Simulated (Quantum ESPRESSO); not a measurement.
# Collinear magnetic orders of CrO2 with Quantum ESPRESSO, part 2 of 3

Does CrO2 prefer parallel or opposed moments, or none?

Quantum ESPRESSO 7.5; LDA; plane waves with GBRV 1.5 LDA potentials, no spin-orbit coupling.

So far, absolute magnetization (μB): step 2 (start 1: ferro ++) 4.45.

**3. Start 2: antiferro +−**

File pw.in:

```
&CONTROL
  calculation = 'scf'
  prefix = 'pwscf'
  outdir = './tmp'
  pseudo_dir = './pseudo'
  disk_io = 'nowf'
/
&SYSTEM
  ibrav = 0
  celldm(1) = 8
  nat = 6
  ntyp = 3
  ecutwfc = 40
  ecutrho = 280
  nbnd = 36
  occupations = 'smearing'
  smearing = 'fd'
  degauss = 0.00367493
  nspin = 2
  starting_magnetization(1) = 0.2143
  starting_magnetization(2) = -0.2143
  starting_magnetization(3) = 0
/
&ELECTRONS
  conv_thr = 1.2d-08
  electron_maxstep = 150
  mixing_beta = 0.3
/
ATOMIC_SPECIES
Cr1    51.9961 cr_lda_v1.5.uspp.F.UPF
Cr2    51.9961 cr_lda_v1.5.uspp.F.UPF
O      15.9990 o_lda_v1.2.uspp.F.UPF
CELL_PARAMETERS alat
   1.0443098996213    0.0000000000000    0.0000000000000
   0.0000000000000    1.0443098996213    0.0000000000000
   0.0000000000000    0.0000000000000    0.6890413881917
ATOMIC_POSITIONS crystal
Cr1     0.0000000000    0.0000000000    0.0000000000
Cr2     0.5000000000    0.5000000000    0.5000000000
O       0.3010000000    0.3010000000    0.0000000000
O       0.1990000000    0.8010000000    0.5000000000
O       0.6990000000    0.6990000000    0.0000000000
O       0.8010000000    0.1990000000    0.5000000000
K_POINTS automatic
6 6 6 0 0 0
```

Started as:

```sh
OMP_NUM_THREADS=1 mpirun -n 4 pw.x -nk 4 -in pw.in > pw.out
```

The log of the run:

```text
[banner, memory and clock lines left out]
Program PWSCF v.7.5 starts

     Message from routine setup:
     using ibrav=0 with symmetry is DISCOURAGED, use correct ibrav instead

     bravais-lattice index     =            0
     lattice parameter (alat)  =       8.0000  a.u.
     unit-cell volume          =     384.7460 (a.u.)^3
     number of atoms/cell      =            6
     number of atomic types    =            3
     number of electrons       =        52.00
     number of Kohn-Sham states=           36
     kinetic-energy cutoff     =      40.0000  Ry
     charge density cutoff     =     280.0000  Ry
     scf convergence threshold =      1.2E-08
     mixing beta               =       0.3000
     number of iterations used =            8  plain     mixing
     Exchange-correlation= SLA  PZ   NOGX NOGC
                           (   1   1   0   0   0   0   0)

     celldm(1)=   8.000000  celldm(2)=   0.000000  celldm(3)=   0.000000
     celldm(4)=   0.000000  celldm(5)=   0.000000  celldm(6)=   0.000000

     crystal axes: (cart. coord. in units of alat)
               a(1) = (   1.044310   0.000000   0.000000 )
               a(2) = (   0.000000   1.044310   0.000000 )
               a(3) = (   0.000000   0.000000   0.689041 )

     reciprocal axes: (cart. coord. in units 2 pi/alat)
               b(1) = (  0.957570  0.000000  0.000000 )
               b(2) = (  0.000000  0.957570  0.000000 )
               b(3) = (  0.000000  0.000000  1.451292 )

     PseudoPot. # 1 for Cr read from file:
     cr_lda_v1.5.uspp.F.UPF
     Pseudo is Ultrasoft + core correction, Zval = 14.0

     PseudoPot. # 2 for Cr read from file:
     cr_lda_v1.5.uspp.F.UPF
     Pseudo is Ultrasoft + core correction, Zval = 14.0

     PseudoPot. # 3 for O  read from file:
     o_lda_v1.2.uspp.F.UPF
     Pseudo is Ultrasoft + core correction, Zval =  6.0

     atomic species   valence    mass     pseudopotential
     Cr1              14.00    51.99610     Cr( 1.00)
     Cr2              14.00    51.99610     Cr( 1.00)
     O                 6.00    15.99900     O ( 1.00)

     Starting magnetic structure
     atomic species   magnetization
     Cr1             0.214
     Cr2            -0.214
     O               0.000

      8 Sym. Ops., with inversion, found

   Cartesian axes

     site n.     atom                  positions (alat units)
         1        Cr1    tau(   1) = (   0.0000000   0.0000000   0.0000000  )
         2        Cr2    tau(   2) = (   0.5221549   0.5221549   0.3445207  )
         3        O      tau(   3) = (   0.3143373   0.3143373   0.0000000  )
         4        O      tau(   4) = (   0.2078177   0.8364922   0.3445207  )
         5        O      tau(   5) = (   0.7299726   0.7299726   0.0000000  )
         6        O      tau(   6) = (   0.8364922   0.2078177   0.3445207  )

     number of k points=    52  Fermi-Dirac smearing, width (Ry)=  0.0037
                       cart. coord. in units 2pi/alat
        k(    1) = (   0.0000000   0.0000000   0.0000000), wk =   0.0046296
        k(    2) = (   0.0000000   0.0000000   0.2418819), wk =   0.0092593
        k(    3) = (   0.0000000   0.0000000   0.4837639), wk =   0.0092593
        k(    4) = (   0.0000000   0.0000000  -0.7256458), wk =   0.0046296
        k(    5) = (   0.0000000   0.1595950   0.0000000), wk =   0.0185185
        [... 47 further k-points ...]

     Dense  grid:    30497 G-vectors     FFT dimensions: (  45,  45,  30)

     Smooth grid:    13155 G-vectors     FFT dimensions: (  36,  36,  24)

     Check: negative core charge=   -0.000008
     Generating pointlists ...
     new r_m :   0.1834 (alat units)  1.4670 (a.u.) for type    1
     new r_m :   0.1834 (alat units)  1.4670 (a.u.) for type    2
     new r_m :   0.1834 (alat units)  1.4670 (a.u.) for type    3

     Initial potential from superposition of free atoms

     starting charge      50.0000, renormalised to      52.0000

     negative rho (up, down):  9.347E-04 6.011E-04
     Starting wfcs are   36 randomized atomic wfcs

     Self-consistent Calculation

     iteration #  1     ecut=    40.00 Ry     beta= 0.30
     Davidson diagonalization with overlap
     ethr =  1.00E-02,  avg # of iterations =  5.2

     negative rho (up, down):  1.008E-03 1.075E-03

     total energy              =    -479.54257180 Ry
     estimated scf accuracy    <       3.44118622 Ry

     total magnetization       =    -0.00 Bohr mag/cell
     absolute magnetization    =     3.67 Bohr mag/cell

     iteration #  2     ecut=    40.00 Ry     beta= 0.30
     Davidson diagonalization with overlap
     ethr =  6.62E-03,  avg # of iterations =  2.0

     negative rho (up, down):  8.156E-04 1.133E-03

     total energy              =    -479.98680945 Ry
     estimated scf accuracy    <       2.01860531 Ry

     total magnetization       =     0.00 Bohr mag/cell
     absolute magnetization    =     4.23 Bohr mag/cell

     [... further iterations left out ...]

     iteration # 14     ecut=    40.00 Ry     beta= 0.30
     Davidson diagonalization with overlap
     ethr =  3.61E-10,  avg # of iterations =  2.0

     negative rho (up, down):  2.231E-03 1.757E-03

     total energy              =    -480.36827861 Ry
     estimated scf accuracy    <       0.00000001 Ry

     total magnetization       =    -0.00 Bohr mag/cell
     absolute magnetization    =     3.61 Bohr mag/cell

     iteration # 15     ecut=    40.00 Ry     beta= 0.30
     Davidson diagonalization with overlap
     ethr =  2.82E-11,  avg # of iterations =  2.0

     negative rho (up, down):  2.231E-03 1.757E-03

     Magnetic moment per site  (integrated on atomic sphere of radius R)
     atom   1 (R=0.183)  charge= 10.5362  magn=  1.4118
     atom   2 (R=0.183)  charge= 10.5385  magn= -1.4123
     atom   3 (R=0.183)  charge=  5.1848  magn=  0.0118
     atom   4 (R=0.183)  charge=  5.1834  magn= -0.0118
     atom   5 (R=0.183)  charge=  5.1848  magn=  0.0118
     atom   6 (R=0.183)  charge=  5.1834  magn= -0.0118

     End of self-consistent calculation

     Number of k-points >= 100: set verbosity='high' to print the bands.

     the Fermi energy is    10.3837 ev

!    total energy              =    -480.36827862 Ry
     estimated scf accuracy    <          2.7E-09 Ry
     smearing contrib. (-TS)   =      -0.00277700 Ry
     internal energy E=F+TS    =    -480.36550162 Ry

     The total energy is F=E-TS. E is the sum of the following terms:
     one-electron contribution =    -203.15272884 Ry
     hartree contribution      =     127.17668386 Ry
     xc contribution           =     -72.75310328 Ry
     ewald contribution        =    -331.63635336 Ry

     total magnetization       =    -0.00 Bohr mag/cell
     absolute magnetization    =     3.61 Bohr mag/cell

     convergence has been achieved in  15 iterations
```

Wall time 40 s (4 MPI ranks of Arm Neoverse V1, shared host); peak memory 0.45 GiB; 2.7 min of CPU time.

Spin moment in the atom's sphere by atom:

| atom | spin moment in the atom's sphere (μB) |
| --- | --- |
| Cr1 | 1.41 |
| Cr2 | -1.41 |
| O3 | 0.01 |
| O4 | -0.01 |
| O5 | 0.01 |
| O6 | -0.01 |

This step gave:

| Item | Value |
| --- | --- |
| smearing term TS | 0.03778 eV |
| magnetization | 0 μB |
| absolute magnetization | 3.611 μB |
| final state | antiferromagnetic |

Spin density in the ab plane at fractional z = 0.000, with atoms of Cr and O within 0.2 Å of it.

Ten even steps from '_' (-0.1 e/Å³) to '@' (2.5 e/Å³), each cell a mean:
```
@@**..__________________..--
==::..____________________..
..__________________________
____________________________
____________________________
____________________________
____________________________
____________________________
____________________________
____________________________
____________________________
..______________________....
--______________________::**
**--..________________..==@@
```
Columns run along a (4.4 Å), rows up along b (4.4 Å). Atoms in or near the plane, at fractional coordinates: Cr at (0.00, 0.00), O at (0.30, 0.30), O at (0.70, 0.70).

Valence density in the ab plane at fractional z = 0.000, with atoms of Cr and O within 0.2 Å of it. It is the smooth field of the valence electrons, not physical close to the nuclei.

Values in e/Å³, 14 rows by 14 columns, each cell a mean:
```
13  9  1  0  0  0  0  0  0  0  0  1  5 12
 6  3  1  0  0  0  0  0  0  1  1  1  2  5
 1  1  0  0  0  0  0  0  1  3  3  2  1  1
 0  0  0  0  0  0  0  1  3  6  6  3  1  0
 0  0  0  0  0  0  0  1  3  6  6  3  1  0
 0  0  0  0  0  0  0  1  2  3  3  1  0  0
 0  0  0  0  0  0  0  0  1  1  1  0  0  0
 0  0  0  1  1  1  0  0  0  0  0  0  0  0
 0  0  1  4  5  3  1  0  0  0  0  0  0  0
 0  1  2  6  7  5  1  0  0  0  0  0  0  0
 0  1  2  5  6  4  1  0  0  0  0  0  0  0
 2  1  1  2  2  1  0  0  0  0  0  0  1  1
 9  4  1  1  1  0  0  0  0  0  0  1  3  9
 9  9  2  0  0  0  0  0  0  0  0  1  6 13
```
Columns run along a (4.4 Å), rows up along b (4.4 Å). Atoms in or near the plane, at fractional coordinates: Cr at (0.00, 0.00), O at (0.30, 0.30), O at (0.70, 0.70).

**4. Start 3: no spin polarisation**

Changes to pw.in since step 3:

```diff
@@ -11,3 +11,3 @@
   nat = 6
-  ntyp = 3
+  ntyp = 2
   ecutwfc = 40
@@ -18,6 +18,2 @@
   degauss = 0.00367493
-  nspin = 2
-  starting_magnetization(1) = 0.2143
-  starting_magnetization(2) = -0.2143
-  starting_magnetization(3) = 0
 /
@@ -29,4 +25,3 @@
 ATOMIC_SPECIES
-Cr1    51.9961 cr_lda_v1.5.uspp.F.UPF
-Cr2    51.9961 cr_lda_v1.5.uspp.F.UPF
+Cr     51.9961 cr_lda_v1.5.uspp.F.UPF
 O      15.9990 o_lda_v1.2.uspp.F.UPF
@@ -37,4 +32,4 @@
 ATOMIC_POSITIONS crystal
-Cr1     0.0000000000    0.0000000000    0.0000000000
-Cr2     0.5000000000    0.5000000000    0.5000000000
+Cr      0.0000000000    0.0000000000    0.0000000000
+Cr      0.5000000000    0.5000000000    0.5000000000
 O       0.3010000000    0.3010000000    0.0000000000
```

The log of the run:

```text
     [... lines left out ...]
Program PWSCF v.7.5 starts
     [... lines left out ...]
     number of atoms/cell      =            6
     [... lines left out ...]
     number of electrons       =        52.00
     number of Kohn-Sham states=           36
     kinetic-energy cutoff     =      40.0000  Ry
     charge density cutoff     =     280.0000  Ry
     scf convergence threshold =      1.2E-08
     [... lines left out ...]
     16 Sym. Ops., with inversion, found ( 8 have fractional translation)
     [... lines left out ...]
     number of k points=    40  Fermi-Dirac smearing, width (Ry)=  0.0037
     [... lines left out ...]
     iteration # 11     ecut=    40.00 Ry     beta= 0.30
     [... lines left out ...]
     the Fermi energy is    10.6741 ev
!    total energy              =    -480.33100055 Ry
     estimated scf accuracy    <          3.2E-09 Ry
     smearing contrib. (-TS)   =      -0.00522838 Ry
     [... lines left out ...]
     convergence has been achieved in  11 iterations
```

Wall time 12 s (4 MPI ranks); peak memory 0.37 GiB.

This step gave:

| Item | Value |
| --- | --- |
| smearing term TS | 0.07114 eV |
| final state | non-magnetic (no spin polarisation) |

**5. Energies of the orders**

An order is kept where moments of 0.15 μB or more survive with the typed signs; meshes match where a doubled cell samples the same k points as the first cell.

Orders:

```
               start        final state  typed order kept  energy over the lowest (meV a seeded atom)  largest site moment (μB)  net moment (μB a cell of the first run)  mesh matched  CPU time (s)
            ferro ++      ferromagnetic               yes                                           0                     1.694                                        4           yes         111.7
        antiferro +-  antiferromagnetic               yes                                       141.2                     1.412                                        0           yes           159
no spin polarisation       non-magnetic                 -                                       394.8                         0                                        0           yes          48.6
```

**6. The lowest state again, with its states saved**

Changes to pw.in since step 4:

```diff
@@ -5,3 +5,3 @@
   pseudo_dir = './pseudo'
-  disk_io = 'nowf'
+  disk_io = 'low'
 /
@@ -14,3 +14,3 @@
   ecutrho = 280
-  nbnd = 36
+  nbnd = 43
   occupations = 'smearing'
@@ -18,2 +18,5 @@
   degauss = 0.00367493
+  nspin = 2
+  starting_magnetization(1) = 0.2143
+  starting_magnetization(2) = 0
 /
```

The log of the run:

```text
     [... lines left out ...]
Program PWSCF v.7.5 starts
     [... lines left out ...]
     number of atoms/cell      =            6
     [... lines left out ...]
     number of electrons       =        52.00
     number of Kohn-Sham states=           43
     kinetic-energy cutoff     =      40.0000  Ry
     charge density cutoff     =     280.0000  Ry
     scf convergence threshold =      1.2E-08
     [... lines left out ...]
     16 Sym. Ops., with inversion, found ( 8 have fractional translation)
     [... lines left out ...]
     number of k points=    40  Fermi-Dirac smearing, width (Ry)=  0.0037
     [... lines left out ...]
     iteration # 12     ecut=    40.00 Ry     beta= 0.30
     [... lines left out ...]
     Magnetic moment per site  (integrated on atomic sphere of radius R)
     atom   1 (R=0.183)  charge= 10.5353  magn=  1.6944
     atom   2 (R=0.183)  charge= 10.5353  magn=  1.6944
     atom   3 (R=0.183)  charge=  5.1886  magn= -0.0468
     atom   4 (R=0.183)  charge=  5.1886  magn= -0.0468
     atom   5 (R=0.183)  charge=  5.1886  magn= -0.0468
     atom   6 (R=0.183)  charge=  5.1886  magn= -0.0468
     [... lines left out ...]
     the Fermi energy is    10.5213 ev
!    total energy              =    -480.38903908 Ry
     estimated scf accuracy    <          2.9E-09 Ry
     smearing contrib. (-TS)   =      -0.00100149 Ry
     [... lines left out ...]
     total magnetization       =     4.00 Bohr mag/cell
     absolute magnetization    =     4.45 Bohr mag/cell
     convergence has been achieved in  12 iterations
```

Elapsed: 31 s, on 4 MPI ranks; peak memory 0.43 GiB; 2.1 min of CPU time.

This step gave:

```yaml
smearing_term_ts: 0.01363 eV
magnetization: 4 μB
absolute_magnetization: 4.452 μB
final_state: ferromagnetic
largest_moment: 1.694 μB
```

[end of part 2 of 3]

[Logs and program files are shortened in this print: banners, set-up blocks, solver, clock and traceback lines can be left out without a mark of their own.]

[Logs are printed without paths, hosts, clocks, repeated set-up lines and the standing remarks that a program may print on its own settings, such as how far it seeks lower states.]

[Hosts, paths, dates, database ids (printed as entryN), source tags and the programs' standing remarks are cut or masked in the printed files.]

[Where a cell is said to come from a database of computed structures, the database is the Materials Project.]
